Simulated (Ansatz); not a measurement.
# 2H-WOS monolayer in a perpendicular field

Wanted: the out-of-plane response of the 2H-WOS monolayer. A positive field points along +c.

Main program and level: Ansatz 0.2.0; plane-wave DFT, PBE-D3(BJ), Ansatz PAW (set soft_1); PAW set soft_1.

This is a report of a sequence of runs, with most program output left out.

### Step 1. The starting structure

The cell holds 3 atoms: 1 S, 1 W and 1 O. Cell: a = 3.053 Å, b = 3.053 Å, c = 37.022 Å, α = 90.0°, β = 90.0°, γ = 120.0°. Vacuum lies along c.

### Step 2. Relaxation

The starting cell is a guess, so the in-plane lattice and the atoms are relaxed first, with the slab cut off from its images along the normal.

Contents of input.yaml:

```yaml
crystal:
  lattice:
    - [3.052956, 0.0, 0.0]
    - [-1.526478, 2.6439374526, 0.0]
    - [0.0, 0.0, 37.022203859]
  atoms:
    - { symbol: S, position: [0.3333333333, 0.6666666667, 0.4591839012] }
    - { symbol: W, position: [0.0, 0.0, 0.5081319242] }
    - { symbol: O, position: [0.3333333333, 0.6666666667, 0.5408160988] }
  periodic: [true, true, false]
kpoints:
  mp_grid: { grid: [12, 12, 1] }
hamiltonian:
  xc: pbe
  dispersion: d3bj
  pseudopotentials: { kind: paw, azcp: { folder: soft_1 } }
scf:
  occupations: { method: fermi_dirac, width: 0.05 }
  convergence: { dr2_threshold: 1.0e-09 }
relax:
  f_tol: 0.004
  max_steps: 90
  cell: {}
output:
  write_potential: true
  write_density: true
  volumetric_format: npy
```

The run is started by

```bash
ansatz run input.yaml --threads 2 --pin off --max-ram 3072MiB --backend cpu --events-out ev --progress --plain --runs-dir out
```

Wall time 22 s (2 threads of Intel Xeon 6975P-C (Granite Rapids), shared host); peak memory 0.58 GiB; 44 s of CPU time.

Relaxation path:

```csv
step,energy less that of the first step (eV),largest force component (eV/Å),volume (Å³)
1,0.0000,3.1780,298.84
2,-0.3522,1.8035,293.84
3,-0.4362,0.4043,285.02
4,-0.4418,0.0550,286.67
5,-0.4420,0.0069,286.40
6,-0.4420,0.0002,286.46
7*,-0.4401,0.0006,286.46
```

Relaxation steps marked * repeat the geometry before them on a plane-wave basis chosen anew for their cell, so energy and pressure can jump there.

Forces are held to the 6 operations that the run works with; a distortion that breaks them can't arise in this run.

```csv
cell as run,before,after,change
a (Å),3.053,2.989,-2.1 %
b (Å),3.053,2.989,-2.1 %
```

The atoms that moved most (Å, along periodic axes as changes of fractional coordinates times the final cell, across vacuum about the mean position):

```csv
atom,dx,dy,dz,length
S1,0.000,0.000,0.130,0.130
O3,0.000,0.000,-0.085,0.085
W2,0.000,0.000,-0.045,0.045
```

Final coordinates:

```xyz
3
Lattice="2.9891 0.0000 0.0000 -1.4945 2.5886 0.0000 0.0000 0.0000 37.0222" Properties=species:S:1:pos:R:3
S     0.0000    1.7257   17.1302
W     0.0000    0.0000   18.7673
O     0.0000    1.7257   19.9369
```

The lattice constant a goes from 3.053 to 2.989 Å.

### Step 3. Atoms held, field 0

A sawtooth potential applies the field, turning back in the middle of the vacuum. With the dipole correction the typed value is the field outside the slab. The induced dipole is small, so the SCF threshold is tight.

The cell differs from the one that the last finished run ended in (c 37.022 → 20.807 Å).

Contents of input.yaml:

```yaml
crystal:
  lattice:
    - [2.9890718129, 0.0, 0.0]
    - [-1.4945359065, 2.5886121237, 0.0]
    - [0.0, 0.0, 20.8066099456]
  atoms:
    - { symbol: S, position: [0.3333333333, 0.6666666667, 0.4325548479] }
    - { symbol: W, position: [0.0, 0.0, 0.5112322916] }
    - { symbol: O, position: [0.3333333333, 0.6666666667, 0.5674451521] }
kpoints:
  mp_grid: { grid: [18, 18, 1] }
  band_path:
    path: [[0, 0, 0], [0.5, 0, 0], [0.33333333, 0.33333333, 0], [0, 0, 0]]
    npoints: 16
hamiltonian:
  xc: pbe
  dispersion: d3bj
  pseudopotentials: { kind: paw, azcp: { folder: soft_1 } }
scf:
  occupations: { method: fermi_dirac, width: 0.02585 }
  convergence: { dr2_threshold: 1.0e-10 }
efield:
  axis: 3
  dipole_correction: true
  ramp_position: 0.97
  ramp_width: 0.06
  amplitude: 0
output:
  dos: { projected: true, e_range: [-6, 5] }
  write_potential: true
  write_density: true
  volumetric_format: npy
  elf: true
```

Run time: 6.4 s. Hardware: 2 threads; peak memory 0.49 GiB.

This step gave:

```yaml
gap_on_the_k_mesh: 1.667 eV
dipole_along_the_normal: -0.07051 e·Å
gap_along_the_path: 1.667 eV
smallest_direct_gap_along_the_path: 2.395 eV
step_between_the_vacuum_levels: 1.649 eV
ionisation_energy_upper_face: 6.477 eV
electron_affinity_upper_face: 4.810 eV
ionisation_energy_lower_face: 4.828 eV
gap_the_smaller_of_path_and_mesh: 1.667 eV
```

Running mean over a fixed 2.7 Å (it still follows the layers) of the planar mean; the ramp of the sawtooth is left out. The electron's electrostatic potential energy less the Fermi level by z:

z (Å), electron's electrostatic potential energy less the Fermi level (eV) and a bar from the least value:
```
      3.0        4.0 ###########################
      3.5        4.0 ###########################
      4.0        4.0 ###########################
      4.5        4.0 ###########################
      5.0        4.0 ###########################
      5.5        4.0 ###########################
      6.0        4.0 ###########################
      6.5        3.8 ###########################
      7.0        3.1 ##########################
      7.5        0.8 ######################
      8.0       -2.0 ##################
      8.5       -4.4 ##############
      9.0       -7.6 #########
      9.5      -11.3 ###
     10.0      -13.2 
     10.5      -12.9 
     11.0      -11.6 ###
     11.5       -9.0 #######
     12.0       -4.9 #############
     12.5       -0.8 ####################
     13.0        2.5 #########################
     13.5        4.7 #############################
     14.0        5.5 ##############################
     14.5        5.6 ##############################
     15.0        5.6 ##############################
     15.5        5.6 ##############################
     16.0        5.6 ##############################
     16.5        5.6 ##############################
     17.0        5.6 ##############################
     17.5        5.6 ##############################
```

The density of states has structure finer than the step of the table below, so its rows give means over 0.25 eV, whole bins alone (the curve runs from -6 to 1.83 eV). Peaks (eV: height): -5.750: 6.15, -5.390: 5.50, -3.850: 18.6, -3.350: 4.80, -2.140: 6.56, 1.170: 5.16, 1.550: 7.50.

Density of states against energy, zero at the Fermi level of the run, which the smearing sets inside the gap; means over each step:

energy (eV), density of states (states/eV a cell) and a bar:
```
    -5.75        3.8 ####################
    -5.50        3.3 #################
    -5.25        1.1 ######
    -5.00        1.3 #######
    -4.75        0.8 ####
    -4.50        1.0 #####
    -4.25        1.0 #####
    -4.00        2.8 ##############
    -3.75        5.7 ##############################
    -3.50        2.3 ############
    -3.25        3.0 ###############
    -3.00        0.4 ##
    -2.75        0.0 
    -2.50        0.0 
    -2.25        2.5 #############
    -2.00        3.1 ################
    -1.75        1.2 ######
    -1.50        0.4 ##
    -1.25        0.4 ##
    -1.00        0.4 ##
    -0.75        0.1 
    -0.50        0.0 
    -0.25        0.0 
     0.00        0.0 
     0.25        0.0 
     0.50        0.0 
     0.75        0.0 
     1.00        1.8 #########
     1.25        3.8 ####################
     1.50        3.5 ##################
```

Projected DOS per atom over height of the atomic layer and energy from the Fermi level. Layers: S W O from below.

Ten even steps from '0' (0.00 states/eV) to '9' (2.10 states/eV), each cell a mean:
```
281
391
130
000
000
000
000
000
000
010
172
062
000
000
741
924
513
201
101
202
327
149
```
Columns: height of the atomic layer (Å) from 9 to 11.8 (not evenly spaced); rows upwards: energy from the Fermi level (eV) from -5.96 to 1.78.

Electronic bands along the path, in eV, zero at the Fermi level of the run, which the smearing sets inside the gap:

```csv
point,band 10,band 11,band 12,band 13,band 14,band 15,band 16,band 17
Γ,-4.34,-2.98,-2.98,-0.83,1.58,1.58,2.13,2.13
halfway,-5.42,-3.72,-3.37,-2.01,1.17,1.57,2.20,3.23
M,-5.92,-3.85,-3.08,-2.14,1.76,2.29,2.84,3.88
halfway,-5.46,-4.45,-3.88,-1.86,1.37,2.32,3.30,3.39
K,-5.83,-5.02,-4.04,-1.74,0.84,2.35,3.26,4.05
halfway,-5.26,-4.16,-3.44,-2.06,1.00,1.90,2.20,3.42
Γ,-4.34,-2.98,-2.98,-0.83,1.58,1.58,2.13,2.13
```

Valence density in the ca plane at fractional y = 0.667, with atoms of S and O within 0.2 Å of it. It is the smooth field of the valence electrons, not physical close to the nuclei.

Values in e/Å³, 5 rows by 16 columns, each cell a mean:
```
0.0 0.0 0.0 0.0 0.0 0.2 0.3 0.9 0.3 0.0 0.0 0.0 0.0 0.0 0.0 0.0
0.0 0.0 0.0 0.0 0.0 0.4 0.5 0.6 0.4 0.1 0.0 0.0 0.0 0.0 0.0 0.0
0.0 0.0 0.0 0.0 0.1 0.9 0.9 0.4 3.1 0.9 0.0 0.0 0.0 0.0 0.0 0.0
0.0 0.0 0.0 0.0 0.2 0.8 0.8 0.5 4.5 1.3 0.0 0.0 0.0 0.0 0.0 0.0
0.0 0.0 0.0 0.0 0.1 0.6 0.7 0.5 0.8 0.2 0.0 0.0 0.0 0.0 0.0 0.0
```
Columns run along c (16.0 Å, from fractional 0.15 to 0.92 of the cell), rows up along a (3.0 Å). Atoms in or near the plane, at fractional coordinates: S at (0.43, 0.33), O at (0.57, 0.33).

ELF in the ca plane at fractional y = 0.667, with atoms of S and O within 0.2 Å of it. It is the smooth field of the valence electrons, not physical close to the nuclei.

Ten even steps from '0' (0.00) to '9' (0.94), each cell a mean:
```
00000000000001233312431110000000000000000000
00000000000001123312431110000000000000000000
00000000000135777742222454210000000000000000
00000000002589976873126888631000000000000000
00000000014799931474147579852000000000000000
00000000014799930474147569852000000000000000
00000000002589976773136888631000000000000000
00000000000246788752223565310000000000000000
```
Columns run along c (16.0 Å, from fractional 0.15 to 0.92 of the cell), rows up along a (3.0 Å). Atoms in or near the plane, at fractional coordinates: S at (0.43, 0.33), O at (0.57, 0.33).

Electrostatic potential energy in the ca plane at fractional y = 0.667, with atoms of S and O within 0.2 Å of it. With pseudopotentials it is smooth inside the atoms' cores, unlike the true potential.

Ten even steps from '0' (-38 eV) to '9' (5 eV), each cell a mean:
```
99999999999999999998887533578999999999999999
99999999999999999998887533578999999999999999
99999999999999999987677655688999999999999999
99999999999999999851026777633799999999999999
99999999999999999720004787300399999999999999
99999999999999999720004787300389999999999999
99999999999999999841016777622699999999999999
99999999999999999986567655788999999999999999
```
Columns run along c (16.0 Å, from fractional 0.09 to 0.86 of the cell; values clipped at the 3rd and 97th percentile), rows up along a (3.0 Å). Atoms in or near the plane, at fractional coordinates: S at (0.43, 0.33), O at (0.57, 0.33).

The gap is 1.67 eV, with the valence edge 6.48 eV and the conduction edge 4.81 eV under the upper vacuum level. Spin-orbit coupling, left out in this run, matters for the bands of elements this heavy.

### Step 4. Single point, field 0.1 V/Å

Edit input.yaml of step 3 so:

```diff
@@ -24,7 +24,6 @@
   dipole_correction: true
-  ramp_position: 0.97
-  ramp_width: 0.06
-  amplitude: 0
+  ramp_position: 0.9279
+  ramp_width: 0.1442
+  amplitude: 0.1
 output:
-  dos: { projected: true, e_range: [-6, 5] }
   write_potential: true
@@ -32,2 +31 @@
   volumetric_format: npy
-  elf: true
```

It took 6.4 s on 2 threads; peak memory 0.44 GiB.

The dipole is -0.0521 e·Å, 0.0184 e·Å from its value without field, and the gap 1.663 eV.

### Step 5. Single point, field -0.1 V/Å

Edit input.yaml of step 4 so:

```diff
@@ -26,3 +26,3 @@
   ramp_width: 0.1442
-  amplitude: 0.1
+  amplitude: -0.1
 output:
```

Wall time 6.5 s (2 threads); peak memory 0.44 GiB.

The dipole is -0.0889 e·Å, -0.0184 e·Å from its value without field, and the gap 1.671 eV.

### Step 6. Response, atoms held

This step: plane-wave DFT, PBE-D3(BJ), Ansatz PAW (set soft_1); response to a field along the normal, atoms held; PAW set soft_1 (Ansatz 0.2.0).

The dipoles give the slope, and the difference of two potentials shows where the field is screened.

Numbers from this step:

```
equivalent conductor thickness p/(ε₀AE) : 4.299 Å
distance between the outer atoms        : 2.807 Å
```

Table of dipole of the cell by applied field:

```csv
applied field (V/Å),dipole of the cell (e·Å)
-0.1000,-0.0889
0.0000,-0.0705
0.1000,-0.0521
```

Local field over the applied field, running mean. From the potentials at -0.1 and 0.1 V/Å; running mean over 2.5 Å. Local field over applied field against z:

```csv
z (Å),local field over applied field
4.5,0.999
5.0,0.997
5.5,0.990
6.0,0.970
6.5,0.921
7.0,0.815
7.5,0.660
8.0,0.483
8.5,0.303
9.0,0.164
9.5,0.0860
10.0,0.0581
10.5,0.0707
11.0,0.134
11.5,0.243
12.0,0.394
12.5,0.571
13.0,0.739
13.5,0.872
14.0,0.954
14.5,0.986
15.0,0.996
15.5,0.999
16.0,1.000
16.5,1.000
```

Electrons, planar mean, per unit field. The induced electron density by z:

z (Å), induced electron density (e/Å³ per V/Å) and a bar from the least value:
```
      4.5    0.00000 ###############
      5.0    0.00001 ###############
      5.5    0.00004 ###############
      6.0    0.00013 ###############
      6.5    0.00038 ################
      7.0    0.00103 ###################
      7.5    0.00240 #########################
      8.0    0.00367 ##############################
      8.5    0.00188 #######################
      9.0    0.00120 ####################
      9.5    0.00026 ################
     10.0   -0.00105 ###########
     10.5    0.00027 ################
     11.0    0.00000 ###############
     11.5   -0.00190 #######
     12.0   -0.00191 #######
     12.5   -0.00361 
     13.0   -0.00183 #######
     13.5   -0.00063 ############
     14.0   -0.00019 ##############
     14.5   -0.00005 ###############
     15.0   -0.00002 ###############
     15.5    0.00000 ###############
     16.0    0.00000 ###############
     16.5    0.00000 ###############
```

The smaller of the gaps on the path and on the k-mesh, counted as 0 under 0.03 eV. Table of gap by applied field:

```csv
applied field (V/Å),gap (eV)
-0.1000,1.67
0.0000,1.67
0.1000,1.66
```

By hand: between -0.1 and 0.1 V/Å the dipole changes by 0.03677 e·Å, a slope of 0.1838 e·Å²/V. A perfect conductor of thickness t has p = ε₀AEt, so t = 180.95 × 0.1838 / 7.738 = 4.30 Å (e/ε₀ = 180.95 V·Å, A in Å²).

The induced dipole is that of a conductor 4.30 Å thick.

### Step 7. Results

| Item | Value |
| --- | --- |
| gap without field | 1.67 eV |
| ionisation energy, upper face | 6.48 eV |
| electron affinity, upper face | 4.81 eV |
| step between the vacuum levels | 1.65 eV |
| equivalent conductor thickness, atoms held | 4.30 Å |

What this shows: The induced dipole equals that of a perfect conductor 4.30 Å thick, while the outer atoms lie 2.81 Å apart; an out-of-plane ε follows only once a thickness t is chosen, by 1 − 1/ε = 4.30 Å / t. The two faces differ: the vacuum level above lies 1.65 eV higher than the one below. The gap stays within 0.01 eV of 1.67 eV over the fields run, up to 0.1 V/Å in size. Semilocal functionals give gaps that are too small, and excitons are not included. Spin-orbit coupling is left out, which matters for the bands of elements this heavy.

[Logs are printed without paths, hosts, clocks, repeated set-up lines and the standing remarks that a program may print on its own settings, such as how far it seeks lower states.]

[Hosts, paths, dates, database ids (printed as entryN), source tags and the programs' standing remarks are cut or masked in the printed files.]

[Maps of the electrostatic potential energy from Ansatz leave out the sawtooth potential of an applied field or a dipole correction, so their vacuum need not be flat; planar profiles and work functions include it.]

[The density of states shown here was stored with 400 of the rows of the run's finer table, so its peaks can read low, often by over a quarter, or be missed, and its means over a window can be off by a tenth or more.]
